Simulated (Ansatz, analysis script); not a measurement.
Computed results, one entry a study.

```json
{"subject": "Free-standing triangular Ti monolayer, spacing 3.288 Å: E(q) by the generalised Bloch theorem", "lattice_ang": [[3.288, 0.0, 0.0], [-1.644, 2.8475, 0.0], [0.0, 0.0, 14.0]], "atoms": [["Ti", 0.0, 0.0, 0.5]], "method": "PBEsol, PAW set soft_1 (files made for PBE); spin spirals by the generalised Bloch theorem, no spin–orbit coupling (and 2 further levels or steps)", "program": "Ansatz 0.2.0 and analysis script 1", "settings_of_one_run": "cutoff 420 eV, 24×24×1 k-mesh, Fermi-Dirac occupations, smearing width 0.1 eV, cone angle 90 °, wavevectors 8, starting moments 1.84 μB", "notes": "No spin model is given, since a fit of a few shells misses single points by over 4 % of their range. Points of the path without a result: 1. They can lie above or below those tabled. The cell was taken as built, with atoms unrelaxed. In doubt: the program’s search for lower states was switched off, so a lower magnetic state than those reached may exist.", "results": {"lowest_point_with_a_result": "q = 0", "highest_point_with_a_result": "146 meV a magnetic atom"}}
```

[Logs and program files are shortened in this print: banners, set-up blocks, solver, clock and traceback lines can be left out without a mark of their own.]

[Logs are printed without paths, hosts, clocks, repeated set-up lines and the standing remarks that a program may print on its own settings, such as how far it seeks lower states.]

[Hosts, paths, dates, database ids (printed as entryN), source tags and the programs' standing remarks are cut or masked in the printed files.]
